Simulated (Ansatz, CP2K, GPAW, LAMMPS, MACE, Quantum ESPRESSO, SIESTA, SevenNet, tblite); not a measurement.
**A faulty SIESTA run on glassy 48SiO2-36B2O3-8MgO-8CaO (mol %) (89 atoms)**

Program: SIESTA 5.4.2, a calculation on a cell of 12 Si, 18 B, 2 Mg, 2 Ca and 55 O, 11.9 Å³ an atom.

Input file input.fdf:

```
SystemLabel cell
NumberOfAtoms 89
NumberOfSpecies 5
%block ChemicalSpeciesLabel
  1 14 Si
  2 5 B
  3 12 Mg
  4 20 Ca
  5 8 O
%endblock ChemicalSpeciesLabel
LatticeConstant 1.0 Ang
%block LatticeVectors
  10.20454 0.00000 0.00000
  0.00000 10.20454 0.00000
  0.00000 0.00000 10.20454
%endblock LatticeVectors
PAO.BasisSize DZP
PAO.EnergyShift 0.3 Ry
XC.Functional GGA
XC.Authors PBE
MeshCutoff 500 Ry
%block kgrid_Monkhorst_Pack
  1 0 0 0.0
  0 1 0 0.0
  0 0 1 0.0
%endblock kgrid_Monkhorst_Pack
SolutionMethod diagon
OccupationFunction FD
ElectronicTemperature 580 K
SCF.Mixer.Method Pulay
SCF.Mixer.Weight 0.15
SCF.Mixer.History 8
SCF.Mix Hamiltonian
MaxSCFIterations 60
SCF.DM.Tolerance 1e-04
SCF.H.Tolerance 1.0e-3 eV
WriteForces T
Write.HirshfeldPop T
Write.VoronoiPop T
Write.DM F
Write.H F
XML.Write F
AtomicCoordinatesFormat Fractional
%block AtomicCoordinatesAndAtomicSpecies
  0.22573 0.49602 0.24798 1
  0.85800 0.01926 0.84136 1
  0.39062 0.12695 0.13272 1
  0.54053 0.89427 0.69850 1
  0.24265 0.99210 0.73542 1
  0.50898 0.86822 0.00359 1
  0.85767 0.32068 0.15608 1
  0.90566 0.42952 0.61395 1
  0.84208 0.61082 0.23906 1
  0.53361 0.22461 0.39856 1
[... 75 atom lines left out ...]
  0.60532 0.02613 0.63660 5
  0.51477 0.20373 0.75731 5
  0.93810 0.68556 0.12028 5
  0.84952 0.88150 0.75413 5
%endblock AtomicCoordinatesAndAtomicSpecies
```

On the command line:

```console
OMP_NUM_THREADS=1 mpirun -np 2 siesta < input.fdf > output.txt
```

Output:

```text
Version         : 5.4.2
reinit: System Name:
reinit: System Label: cell
initatom: Reading input for the pseudopotentials and atomic orbitals ----------
Species number:   1 Atomic number:   14 Label: Si
Species number:   2 Atomic number:    5 Label: B
Species number:   3 Atomic number:   12 Label: Mg
Species number:   4 Atomic number:   20 Label: Ca
Species number:   5 Atomic number:    8 Label: O
Ground state valence configuration (from tables):   3s02  3p02  3d00  4f00
Ground state valence configuration (from tables):   2s02  2p01  3d00  4f00
Ground state valence configuration (from tables):   3s02  3p00  3d00  4f00
Ground state valence configuration (from tables):   4s02  4p00  3d00  4f00
Ground state valence configuration (from tables):   2s02  2p04  3d00  4f00
---- Processing specs for species: Si
GGA--PBE XC_GGA_X_PBE--XC_GGA_C_PBE pb
---- Processing specs for species: B
GGA--PBE XC_GGA_X_PBE--XC_GGA_C_PBE pb
---- Processing specs for species: Mg
GGA--PBE XC_GGA_X_PBE--XC_GGA_C_PBE pb
Semicore shell(s) with  8 electrons included in the valence for Mg
[... lines left out ...]
Total number of electrons:   472.000000
[... lines left out ...]
stepf: Fermi-Dirac step function
        iscf     Eharris(eV)        E_KS(eV)     FreeEng(eV)     dDmax    Ef(eV) dHmax(eV)
[... lines left out ...]
SCF Convergence by DM+H criterion
[... lines left out ...]
SCF cycle converged after 23 iterations
[... lines left out ...]
   Max   12.052520
[... lines left out ...]
   Max   12.052520    constrained
Stress tensor Voigt[x,y,z,yz,xz,xy] (kbar):     1304.37     1455.88     1439.07      -42.19     -104.18       89.23
(Free)E + p*V (eV/cell)   -32596.6006
Target enthalpy (eV/cell)   -31668.2155
siesta: Program's energy decomposition (eV):
siesta: Ebs     =     -2224.753476
siesta: Eions   =     48463.668314
siesta: Ena     =      4609.201296
siesta: Ekin    =     24700.003109
siesta: Enl     =     -5159.404577
siesta: DEna    =      1330.404661
siesta: DUscf   =       152.789799
siesta: Ex      =     -8244.283020
siesta: Ec      =      -593.203115
siesta: Exc     =     -8837.486136
siesta: Eharris =    -31668.160156
siesta: Etot    =    -31668.160161
siesta: FreeEng =    -31668.215490
siesta: Final energy (eV):
siesta:  Band Struct. =   -2224.753476
siesta:       Kinetic =   24700.003109
siesta:       Hartree =   15804.760857
siesta:         Exch. =   -8244.283020
siesta:         Corr. =    -593.203115
siesta:   Exch.-corr. =   -8837.486136
siesta:  Ion-electron =  -48541.628722
siesta:       Ion-ion =  -14793.809270
siesta:         Total =  -31668.160161
siesta:         Fermi =       8.325988
siesta: Stress tensor (static) (eV/Ang**3):
siesta:     0.814126    0.055694   -0.065025
siesta:     0.055693    0.908691   -0.026334
siesta:    -0.065025   -0.026334    0.898196
siesta: Cell volume =       1062.625656 Ang**3
siesta: Pressure (static):
siesta:                Solid            Molecule  Units
siesta:          -0.00951548         -0.00874937  Ry/Bohr**3
siesta:          -0.87367090         -0.80332999  eV/Ang**3
siesta:       -1399.77510787      -1287.07654023  kBar
    Orbital volume contribution        =           6.094546 eV
    (Free)E + p_basis*V_orbitals       =      -31662.120945 eV
    (Free)Eharris+ p_basis*V_orbitals  =      -31662.120939 eV
Hirshfeld Atomic Populations:
Atom #   charge [q] valence [e]  Species
     1    -0.118756    4.118756  Si
     2    -0.055696    4.055696  Si
     3    -0.121966    4.121966  Si
[...]
13    -0.185853    3.185853  B
    14    -0.172797    3.172797  B
    15    -0.152473    3.152473  B
[...]
31    -0.071445   10.071445  Mg
    32     0.019109    9.980891  Mg
    33    -0.026210   10.026210  Ca
    34    -0.041104   10.041104  Ca
    35     0.055191    5.944809  O
    36     0.185746    5.814254  O
    37     0.076524    5.923476  O
[...]
--------------------
 Total    -0.000150
Voronoi Atomic Populations:
Atom #   charge [q] valence [e]  Species
[...]
11     0.276402    3.723598  Si
    12     0.265393    3.734607  Si
[...]
29    -0.048348    3.048348  B
    30    -0.113063    3.113063  B
    31     0.193114    9.806886  Mg
    32     0.267101    9.732899  Mg
    33     0.248911    9.751089  Ca
    34     0.206340    9.793660  Ca
[...]
88    -0.057820    6.057820  O
    89    -0.004132    6.004132  O
--------------------
 Total    -0.000148
```

It took 67 s on 2 MPI ranks of Arm Neoverse V1, shared host; peak memory 0.96 GiB; 2.2 min of CPU time.

Banners, paths, timers and routine set-up lines are dropped from the logs unmarked, and long logs keep their key lines alone; longer cuts are marked.

Against a plane-wave PBE reference:

- r.m.s. difference of force components: 4070 meV/Å
- longest difference of force vectors: 13550 meV/Å
- force difference over r.m.s. force: 322.7 %
- slope of forces against the reference's: 1.562

Q: Name the fault.

Orbitals confined far too tightly: energy shift 0.3 Ry. The sound run has energy shift 0.01 Ry.

The run converged all the same, so the exit status doesn't show the fault.

[Also dropped from logs without a mark: logging warnings of Python, and SIESTA's first energy breakdown and zero terms.]

[Logs are printed without paths, hosts, clocks, repeated set-up lines and the standing remarks that a program may print on its own settings, such as how far it seeks lower states.]

[Hosts, paths, dates, database ids (printed as entryN), source tags and the programs' standing remarks are cut or masked in the printed files.]
